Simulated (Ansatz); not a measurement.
**A hypothetical structure for Cu2Mo**

Starting from a made-up structure for Cu2Mo, the aim is the relaxed cell, its shortest contacts and, where a second run follows, its electronic structure.

Calculated with Ansatz 0.2.0; DFT, PBEsol, plane-wave PAW, files of the set soft_1, scalar-relativistic, ferromagnetic start, cell and ions relaxed at zero pressure; PAW set soft_1, in the first sound run; inputs show where later runs differ.

## (1) Set-up

Symmetry: Fd-3m, No. 227, cubic system. Conventional cell: a = 6.710 Å, b = 6.710 Å, c = 6.710 Å, α = 90.00°, β = 90.00°, γ = 90.00°. Mo has 12 Cu at 2.78 Å and 4 Mo at 2.91 Å nearest. Cu has 6 Cu at 2.37 Å and 6 Mo at 2.78 Å nearest. Farther neighbours are not listed.

## (2) Relaxation of the guess

The guess takes its coordinates from another compound and its volume from a rule, so the cell and any free coordinates are relaxed together.

The input, input.yaml:

```yaml
crystal:
  lattice:
    - [0.0, 3.355, 3.355]
    - [3.355, 0.0, 3.355]
    - [3.355, 3.355, 0.0]
  atoms:
    - { symbol: Mo, position: [0.25, 0.25, 0.25], spin: 1.0 }
    - { symbol: Mo, position: [0.0, 0.0, 0.0], spin: 1.0 }
    - { symbol: Cu, position: [0.625, 0.125, 0.625], spin: 0.6 }
    - { symbol: Cu, position: [0.625, 0.625, 0.125], spin: 0.6 }
    - { symbol: Cu, position: [0.125, 0.625, 0.625], spin: 0.6 }
    - { symbol: Cu, position: [0.625, 0.625, 0.625], spin: 0.6 }
magnetization:
  spin_polarized: true
kpoints:
  mp_grid: { grid: [7, 7, 7] }
scf:
  occupations: { method: fermi_dirac, width: 0.05 }
hamiltonian:
  xc: pbesol
  pseudopotentials: { kind: paw, azcp: { folder: soft_1 }, xc_functional: pbe }
relax:
  f_tol: 0.015
  max_steps: 70
  cell: {}
output:
  forces: true
  stress: true
```

The run is started by

```console
> ansatz run input.yaml --threads 4 --pin off --max-ram 10240MiB --backend cpu --events-out ev --progress --plain --runs-dir out
```

Numbers of over 12 decimals in the logs are rounded to 6 here.

What it wrote:

```text
Engine: ansatz 0.2.0, aarch64-unknown-linux-gnu
Pseudopotentials: kind: paw
Pseudopotential: Mo, paw, valence charge 14, recommended cutoff 420 eV (normal), soft_1/Mo.paw.azcp
Pseudopotential: Cu, paw, valence charge 19, recommended cutoff 420 eV (normal), soft_1/Cu.paw.azcp
Functional definition: PBEsol
  exchange = pbesol_x
  correlation = pbesol_c
Crystal: 6 atoms, lattice volume = 75.528 Å³
Basis set: ecut = 420 eV, 1459 PW (Γ), exchange–correlation on 64×64×64 points (8 copies of the dense FFT grid, shifted against one another)
Bands: 66, of which v1, the nominal top of the filled ones, is band 52 counted from 1 (51 counted from 0)
Symmetry: 48 space group operations
Space group: Fd-3m (ITA 227), of the structure as read, at distance tolerance 4.2e-5 Å
Magnetic group: BNS 227.128 (UNI 1630), of the structure as read, at distance tolerance 4.2e-5 Å
k-points: 20 of 343
Non-local potential: Mo, projectors of the file, l = 0: 3, l = 1: 2, l = 2: 2, l = 3: 1
Non-local potential: Cu, projectors of the file, l = 0: 3, l = 1: 2, l = 2: 3, l = 3: 1
PAW form: soft (Blöchl's): semilocal exchange-correlation on the pseudo side does not see the compensation charge
PAW frozen core: Mo, regenerated for the run's functional, and the local potential with it (the file was generated under x = pbe(κ = 0.804, μ = 0.219515), c = pbe(β = 0.066725))
PAW frozen core: Cu, regenerated for the run's functional, and the local potential with it (the file was generated under x = pbe(κ = 0.804, μ = 0.219515), c = pbe(β = 0.066725))
PAW one-centre angular grid: Mo, 590 points (default); XC on 64 Gauss nodes
PAW one-centre angular grid: Cu, 590 points (default); XC on 64 Gauss nodes
Initial density: superposition of atomic densities (chi_scale 0.1, normalization cell)
Starting moments: Σ|m| = 4.4 μB on 6 of 6 sites
Initial wavefunctions: pseudopotential atomic-orbital guess
Functional: x = pbesol(κ = 0.804, μ = 0.123457), c = pbesol(β = 0.046)
SCF iter   1: F=—  HF=-36156.807038 eV  |F-HF|=—  |Δ(HF+E_count)|=         —  Δρ=1.72e-1 (↑1.65e-1 ↓1.72e-1)  dr2=5.45e1  dr2_m=3.22e-1  M=1.569 μB ∫|m|=1.580 μB  β_m=0.30  ethr=3.10e-3  ⟨swp⟩=5.2  Hψ=8159  notcnv=0  defer=12
Mixer restart at iter 1: flushing history
preconditioner: auto → Kerker (q_TF=auto, 2.878 Å⁻¹)  [metal: Δε(μ)=0.019 eV  Ē_g=8.137 eV  σ=0.050 eV  W_gap=0.09  n_scr=26 (ndim 8)  ℏωp=32.0 eV  f_vac=0.000  D(μ)=6.35/eV (n_scr^D=64)]
spin=Collinear: Kerker preconditioning applied to the charge; magnetization (m = ρ↑ − ρ↓) channel mixes plain (no charge-response kernel on spin).
SCF iter   2: F=—  HF=-36150.394090 eV  |F-HF|=—  |Δ(HF+E_count)|=    6.41e0  Δρ=3.83e-2 (↑3.83e-2 ↓3.23e-2)  dr2=2.89e0  dr2_m=1.78e-1  M=1.422 μB ∫|m|=1.423 μB  β_m=0.30  ethr=3.10e-3  ⟨swp⟩=2.5  Hψ=5658  notcnv=0  defer=193
SCF iter   3: F=—  HF=-36149.500191 eV  |F-HF|=—  |Δ(HF+E_count)|=   8.94e-1  Δρ=3.77e-2 (↑3.77e-2 ↓3.31e-2)  dr2=2.87e0  dr2_m=1.15e-1  M=1.178 μB ∫|m|=1.180 μB  β_m=0.46  ethr=2.78e-3  ⟨swp⟩=2.0  Hψ=4327  notcnv=0  defer=266
SCF iter   4: F=—  HF=-36148.796880 eV  |F-HF|=—  |Δ(HF+E_count)|=   7.03e-1  Δρ=1.12e-2 (↑1.12e-2 ↓1.01e-2)  dr2=1.23e-1  dr2_m=2.04e-2  M=0.593 μB ∫|m|=0.597 μB  β_m=0.73  ethr=2.76e-3  ⟨swp⟩=2.3  Hψ=4083  notcnv=0  defer=266
SCF iter   5: F=—  HF=-36148.997224 eV  |F-HF|=—  |Δ(HF+E_count)|=         —  Δρ=6.99e-3 (↑6.89e-3 ↓6.99e-3)  dr2=5.16e-2  dr2_m=1.43e-2  M=0.101 μB ∫|m|=0.102 μB  β_m=0.73  ethr=1.18e-4  ⟨swp⟩=2.0  Hψ=4394  notcnv=0  defer=266
Mixer restart at iter 5: flushing history
SCF iter   6: F=—  HF=-36148.998365 eV  |F-HF|=—  |Δ(HF+E_count)|=   1.14e-3  Δρ=4.74e-3 (↑4.74e-3 ↓4.02e-3)  dr2=2.57e-2  dr2_m=2.26e-3  M=0.042 μB ∫|m|=0.043 μB  β_m=0.68  ethr=4.96e-5  ⟨swp⟩=2.0  Hψ=4028  notcnv=0  defer=266
SCF iter   7: F=—  HF=-36148.998003 eV  |F-HF|=—  |Δ(HF+E_count)|=   3.62e-4  Δρ=4.98e-3 (↑4.58e-3 ↓4.98e-3)  dr2=3.99e-2  dr2_m=7.87e-4  M=0.029 μB ∫|m|=0.029 μB  β_m=0.54  ethr=2.47e-5  ⟨swp⟩=2.0  Hψ=5044  notcnv=0  defer=266
SCF iter   8: F=—  HF=-36148.989802 eV  |F-HF|=—  |Δ(HF+E_count)|=   8.20e-3  Δρ=5.61e-4 (↑5.61e-4 ↓4.41e-4)  dr2=2.29e-4  dr2_m=6.83e-5  M=0.010 μB ∫|m|=0.011 μB  β_m=0.77  ethr=2.47e-5  ⟨swp⟩=2.0  Hψ=4037  notcnv=0  defer=266
SCF iter   9: F=—  HF=-36148.990154 eV  |F-HF|=—  |Δ(HF+E_count)|=   3.52e-4  Δρ=2.59e-4 (↑2.59e-4 ↓2.26e-4)  dr2=1.12e-4  dr2_m=2.26e-5  M=0.004 μB ∫|m|=0.004 μB  β_m=0.78  ethr=2.20e-7  ⟨swp⟩=2.0  Hψ=4043  notcnv=0  defer=266
SCF iter  10: F=—  HF=-36148.990180 eV  |F-HF|=—  |Δ(HF+E_count)|=   2.60e-5  Δρ=5.24e-5 (↑5.24e-5 ↓4.75e-5)  dr2=6.65e-6  dr2_m=9.05e-7  M=0.001 μB ∫|m|=0.001 μB  β_m=0.89  ethr=1.07e-7  ⟨swp⟩=2.1  Hψ=3410  notcnv=0  defer=266
SCF iter  11: F=—  HF=-36148.990181 eV  |F-HF|=—  |Δ(HF+E_count)|=   1.35e-6  Δρ=1.60e-5 (↑1.60e-5 ↓1.13e-5)  dr2=5.09e-7  dr2_m=1.31e-8  M=0.000 μB ∫|m|=0.000 μB  β_m=0.94  ethr=6.40e-9  ⟨swp⟩=2.2  Hψ=3763  notcnv=0  defer=266
SCF iter  12: F=—  HF=-36148.990181 eV  |F-HF|=—  |Δ(HF+E_count)|=   5.90e-8  Δρ=2.35e-6 (↑1.95e-6 ↓2.35e-6)  dr2=1.72e-8  dr2_m=1.61e-10  M=-0.000 μB ∫|m|=0.000 μB  β_m=0.97  ethr=4.90e-10  ⟨swp⟩=1.6  Hψ=3039  notcnv=0  defer=266
SCF iter  13: F=-36148.990181 eV  HF=-36148.990181 eV  |F-HF|=1.03e-9  |Δ(HF+E_count)|=   1.72e-9  Δρ=1.25e-6 (↑1.25e-6 ↓1.19e-6)  dr2=2.65e-9  dr2_m=2.13e-12  M=-0.000 μB ∫|m|=0.000 μB  ethr=1.66e-11  ⟨swp⟩=1.6  Hψ=6511  notcnv=0
WARN: the starting moments were not kept: the SCF closed with an absolute magnetisation of 2.8e-6 μB, where they sum to 4.4 μB in size (6 sites). That is at most 0.1 of that sum. Measured as dr2_m measures the in/out step, that magnetisation stands 5.5e-13 eV from none, at or under the dr2_threshold of 1.0e-7 eV: it is no larger than a step whose dr2_m would equal this threshold. The system may hold no moment; this S [...]
SCF 1 converged in 13 iterations: F = -36148.990181 eV  dr2 = 2.65e-9
  greatest PAW one-centre occupation: 1.000 electrons in one spin orbital (limit 2), on the Cu atom at site 5 (counted from 0), in its partial waves of l = 0
relax step   1: F+E_penalty+E_count = -36148.99018134 eV  Δ(F+E_penalty+E_count) = +0.000e0 eV  max|allowed force component| = 3.469e-18 eV/Å  Δτ_max = 0.0000 Å  P = -2.460 GPa  Ω = 75.528 Å³  (13 SCF iters, dr2 threshold 1.00e-7 eV, accepted)
Crystal: 6 atoms, lattice volume = 74.761 Å³
Initial density: handed on by an earlier stage of this run
Starting moments: Σ|m| = 4.4 μB on 6 of 6 sites; this step starts from the density that it was given
Initial wavefunctions: those handed on with the density
[...]
SCF iter   8: F=—  HF=-36148.997182 eV  |F-HF|=—  |Δ(HF+E_count)|=   2.50e-8  Δρ=2.21e-6 (↑2.17e-6 ↓2.21e-6)  dr2=1.90e-8  dr2_m=8.61e-12  M=-0.000 μB ∫|m|=0.000 μB  β_m=0.88  ethr=3.39e-11  ⟨swp⟩=2.0  Hψ=2787  notcnv=0
SCF iter   9: F=-36148.997182 eV  HF=-36148.997182 eV  |F-HF|=8.29e-9  |Δ(HF+E_count)|=   2.21e-8  Δρ=1.28e-6 (↑1.28e-6 ↓1.28e-6)  dr2=8.79e-9  dr2_m=9.94e-15  M=-0.000 μB ∫|m|=0.000 μB  ethr=1.83e-11  ⟨swp⟩=1.0  Hψ=6794  notcnv=0
the starting moments were not kept: the SCF closed with an absolute magnetisation of 1.1e-7 μB, where they sum to 4.4 μB in size (6 sites). That is at most 0.1 of that sum. Measured as dr2_m measures the in/out step, that magnetisation stands 1.7e-15 eV from none, at or under the dr2_threshold of 1.6e-7 eV: it is no larger than a step whose dr2_m would equal this threshold.
SCF 3 converged in 9 iterations: F = -36148.997182 eV  dr2 = 8.79e-9
  greatest PAW one-centre occupation: 1.000 electrons in one spin orbital (limit 2), on the Cu atom at site 3 (counted from 0), in its partial waves of l = 0
relax step   3: F+E_penalty+E_count = -36148.99718205 eV  Δ(F+E_penalty+E_count) = -1.060e-4 eV  max|allowed force component| = 3.961e-17 eV/Å  Δτ_max = 0.0000 Å  P = +0.006 GPa  Ω = 74.674 Å³  energy of the carried Pulay correction = +3.861e-4 eV  (9 SCF iters, dr2 threshold 1.59e-7 eV, accepted)
Initial wavefunctions: pseudopotential atomic-orbital guess (no wavefunctions were taken with the density)
iter 1 solved again at ethr=4.90e-8 eV; its pass at ethr=3.10e-3 eV (dr2=5.10e-5 eV) is discarded
SCF iter   1: F=—  HF=-36148.996770 eV  |F-HF|=—  |Δ(HF+E_count)|=         —  Δρ=8.66e-6 (↑8.66e-6 ↓8.66e-6)  dr2=3.37e-8  dr2_m=2.39e-14  M=-0.000 μB ∫|m|=0.000 μB  β_m=0.65  ethr=4.90e-8  ⟨swp⟩=3.0  Hψ=15398  notcnv=0
preconditioner: auto → Kerker (q_TF=auto, 2.634 Å⁻¹)  [metal: Δε(μ)=0.090 eV  Ē_g=14.471 eV  σ=0.050 eV  W_gap=0.38  n_scr=14 (ndim 8)  ℏωp=35.4 eV  f_vac=0.000  D(μ)=4.11/eV (n_scr^D=50)]
spin=Collinear: Kerker preconditioning applied to the charge; magnetization (m = ρ↑ − ρ↓) channel mixes plain (no charge-response kernel on spin).
SCF iter   2: F=—  HF=-36148.996770 eV  |F-HF|=—  |Δ(HF+E_count)|=   1.18e-7  Δρ=2.44e-5 (↑2.44e-5 ↓2.44e-5)  dr2=1.08e-6  dr2_m=1.06e-14  M=-0.000 μB ∫|m|=0.000 μB  β_m=0.30  ethr=3.24e-11  ⟨swp⟩=2.0  Hψ=4754  notcnv=0
SCF iter   3: F=—  HF=-36148.996770 eV  |F-HF|=—  |Δ(HF+E_count)|=   1.39e-7  Δρ=5.20e-6 (↑5.20e-6 ↓5.20e-6)  dr2=4.78e-8  dr2_m=6.73e-15  M=-0.000 μB ∫|m|=0.000 μB  β_m=0.39  ethr=3.24e-11  ⟨swp⟩=2.0  Hψ=4754  notcnv=0
SCF iter   4: F=—  HF=-36148.996770 eV  |F-HF|=—  |Δ(HF+E_count)|=   2.18e-8  Δρ=1.54e-6 (↑1.54e-6 ↓1.54e-6)  dr2=1.94e-9  dr2_m=5.09e-16  M=-0.000 μB ∫|m|=0.000 μB  β_m=0.65  ethr=3.24e-11  ⟨swp⟩=2.5  Hψ=4595  notcnv=0
SCF iter   5: F=—  HF=-36148.996770 eV  |F-HF|=—  |Δ(HF+E_count)|=   9.38e-9  Δρ=5.71e-7 (↑5.71e-7 ↓5.70e-7)  dr2=5.40e-10  dr2_m=2.42e-15  M=-0.000 μB ∫|m|=0.000 μB  β_m=0.83  ethr=1.87e-12  ⟨swp⟩=2.0  Hψ=4746  notcnv=0
SCF iter   6: F=—  HF=-36148.996770 eV  |F-HF|=—  |Δ(HF+E_count)|=   1.86e-9  Δρ=4.41e-7 (↑4.41e-7 ↓4.40e-7)  dr2=7.93e-10  dr2_m=3.11e-16  M=-0.000 μB ∫|m|=0.000 μB  β_m=0.91  ethr=1.00e-12  ⟨swp⟩=2.0  Hψ=3764  notcnv=0
SCF iter   7: F=—  HF=-36148.996770 eV  |F-HF|=—  |Δ(HF+E_count)|=  2.62e-10  Δρ=3.13e-7 (↑3.13e-7 ↓3.12e-7)  dr2=2.20e-10  dr2_m=1.51e-16  M=-0.000 μB ∫|m|=0.000 μB  β_m=0.90  ethr=1.00e-12  ⟨swp⟩=2.0  Hψ=3598  notcnv=0
SCF iter   8: F=—  HF=-36148.996770 eV  |F-HF|=—  |Δ(HF+E_count)|=  4.37e-11  Δρ=4.87e-8 (↑4.86e-8 ↓4.87e-8)  dr2=4.19e-12  dr2_m=1.20e-18  M=0.000 μB ∫|m|=0.000 μB  β_m=0.95  ethr=1.00e-12  ⟨swp⟩=1.1  Hψ=2644  notcnv=0
SCF iter   9: F=-36148.996770 eV  HF=-36148.996770 eV  |F-HF|=1.46e-11  |Δ(HF+E_count)|=  1.46e-11  Δρ=6.08e-8 (↑6.08e-8 ↓6.08e-8)  dr2=2.04e-11  dr2_m=1.67e-19  M=0.000 μB ∫|m|=0.000 μB  ethr=1.00e-12  ⟨swp⟩=2.0  Hψ=6728  notcnv=0
the starting moments were not kept: the SCF closed with an absolute magnetisation of 2.0e-10 μB, where they sum to 4.4 μB in size (6 sites). That is at most 0.1 of that sum. Measured as dr2_m measures the in/out step, that magnetisation stands 0 eV from none, at or under the dr2_threshold of 6.0e-11 eV: it is no larger than a step whose dr2_m would equal this threshold.
SCF 4 converged in 9 iterations: F = -36148.996770 eV  dr2 = 2.04e-11
relax step   4: F+E_penalty+E_count = -36148.99676986 eV  Δ(F+E_penalty+E_count) = +4.122e-4 eV  max|allowed force component| = 3.759e-17 eV/Å  Δτ_max = 0.0000 Å  P = +0.007 GPa  Ω = 74.674 Å³  stress off target by 7.43e-3 GPa  SCF on the basis re-selected at this cell (its energy is not comparable with the rows above)  (9 SCF iters)
basis re-selected at this cell: Δ(F+E_penalty+E_count) = +4.122e-4 eV, ΔP = +0.002 GPa vs the last step (what re-selecting the basis moved, of the pressure what is left beyond the Pulay correction that the steps carried, after the strain that the cell walked since its last selection, with what the two solves' SCF thresholds leave and, on support functions, any second-order correction that the steps lacked; it is no m [...]
SCF converged after 9 iterations
Magnetization: 0.0000 μB (52.0000 up, 52.0000 down)
Absolute magnetization: 0.0000 μB (∫|ρ↑−ρ↓|, with the PAW one-centre terms)
Spin contamination: 0.0000 ħ² per cell (⟨S²⟩ above its minimum at these occupations)
Per-site moments (μB) at R_I (Å): [(3.488473890287948e-11, 1.143159), (3.4884096573613074e-11, 1.143159), (2.544383709834101e-11, 0.974889), (2.544379011908745e-11, 0.974889), (2.5443907613488843e-11, 0.974889), (2.5443599967000442e-11, 0.974889)]
Free energy (F): -36148.996770 eV
Harris-Foulkes:  -36148.996770 eV  (|F-HF|=1.46e-11)
Internal energy: -36148.960265 eV  (E = F + TS)
E sigma→0 (E₀):  -36148.978517 eV
Entropy (-TS):   -0.036505 eV (-6.084 meV/atom)
Fermi energy:    18.872585 eV
--- Per-component energies (eV) ---
  E_band       = -1441.261283
  E_kinetic    = 1897.539892
  E_local      = -20688.229461  (includes V_loc(G=0)·N_el)
  E_nonlocal   = 3844.147136
  E_hartree    = 8778.604926
  E_xc         = -629.332192
  E_vxc        = -800.021695  (∫ρ·V_xc dr)
  E_paw        = -13407.276795  (= ΣΔE_a)
  E_vpaw       = -3251.910711  (= ΣTr[D̂ρ^β])
  E_aug_tail   = 0.003320  (compensation charges beyond the density's cutoff)
  E_ewald      = -15945.660501
  E_core_change = 1.243411  (= ΣΔE_core)
  E_smearing   = -0.036505  (= −TS)
  E_closure    = 0.000000  (closes the sum)
  Σ components = -36148.996770   (vs F -36148.996770, Δ=0.00e0)
--- Forces (eV/Å), atoms counted from 1 ---
  atom   1  Mo     0.00000000     0.00000000     0.00000000
  atom   2  Mo    -0.00000000    -0.00000000    -0.00000000
  atom   3  Cu     0.00000000    -0.00000000     0.00000000
  atom   4  Cu     0.00000000    -0.00000000     0.00000000
  atom   5  Cu     0.00000000    -0.00000000     0.00000000
  atom   6  Cu     0.00000000    -0.00000000    -0.00000000
  max |Σ_I F_I| component: 3.47e-18 eV/Å
--- Stress (GPa, compression-positive) ---
        0.007435       0.000000       0.000000
        0.000000       0.007435      -0.000000
        0.000000      -0.000000       0.007435
  P = ⅓ Tr σ = 0.0074 GPa (0.074 kbar)
--- Relaxed structure (3 steps of the walk, 3 accepted, 1 SCFs on fresh bases) ---
  F+E_penalty+E_count = -36148.99676986 eV   max|allowed force component| = 3.759e-17 eV/Å   (the final SCF, on the basis selected at the relaxed cell)
  cell:  # Å, volume = 74.6740 Å³
    - [0, 3.342307, 3.342307]
    - [3.342307, 0, 3.342307]
    - [3.342307, 3.342307, 0]
  atoms:
    - { symbol: Mo, position: [0.25, 0.25, 0.25] }
    - { symbol: Mo, position: [0, 0, 0] }
    - { symbol: Cu, position: [0.625, 0.125, 0.625] }
    - { symbol: Cu, position: [0.625, 0.625, 0.125] }
    - { symbol: Cu, position: [0.125, 0.625, 0.625] }
    - { symbol: Cu, position: [0.625, 0.625, 0.625] }
```

It took 18 s on 4 threads of Arm Neoverse V1, shared host; peak memory 0.53 GiB.

Relaxation path:

| step | energy less that of the first step (eV) | largest force component (eV/Å) | pressure (GPa) | volume (Å³) |
| --- | --- | --- | --- | --- |
| 1 | 0.0000 | 0.0000 | -2.46 | 75.53 |
| 2 | -0.0069 | 0.0000 | -0.25 | 74.76 |
| 3 | -0.0070 | 0.0000 | 0.01 | 74.67 |
| 4* | -0.0066 | 0.0000 | 0.01 | 74.67 |

Relaxation steps marked * repeat the geometry before them on a plane-wave basis chosen anew for their cell, so energy and pressure can jump there.

The run keeps the 48 symmetry operations that it works with, so distortions that break them were not tested.

| conventional cell, symmetrised | before | after | change |
| --- | --- | --- | --- |
| a (Å) | 6.710 | 6.685 | -0.4 % |
| b (Å) | 6.710 | 6.685 | -0.4 % |
| c (Å) | 6.710 | 6.685 | -0.4 % |
| volume (Å³/atom) | 12.59 | 12.45 | -1.1 % |

The relaxed structure:

```xyz
6
Lattice="0.0000 3.3423 3.3423 3.3423 0.0000 3.3423 3.3423 3.3423 0.0000" Properties=species:S:1:pos:R:3 pbc="T T T"
Mo    1.6712    1.6712    1.6712
Mo    0.0000    0.0000    0.0000
Cu    2.5067    4.1779    2.5067
Cu    2.5067    2.5067    4.1779
Cu    4.1779    2.5067    2.5067
Cu    4.1779    4.1779    4.1779
```

Numbers from this step:

| Quantity | Value |
| --- | --- |
| free energy | -36148.9968 eV |
| energy at zero smearing | -36148.9785 eV |
| smearing term TS | 0.03651 eV |
| Fermi energy | 18.87 eV |
| electrons | 104 |
| symmetry operations | 48 |
| pressure | 0.007435 GPa |

Shortest distances by pair of elements, guess and relaxed (not always the same contact):

| pair | guess (Å) | relaxed (Å) |
| --- | --- | --- |
| Cu–Cu | 2.372 | 2.363 |
| Cu–Mo | 2.782 | 2.771 |
| Mo–Mo | 2.906 | 2.895 |

The relaxation ends with a pressure of 0.01 GPa. The starting moments have collapsed: the run ends non-magnetic.

[end of part 1 of 2]

[Logs are printed without paths, hosts, clocks, repeated set-up lines and the standing remarks that a program may print on its own settings, such as how far it seeks lower states.]

[Hosts, paths, dates, database ids (printed as entryN), source tags and the programs' standing remarks are cut or masked in the printed files.]
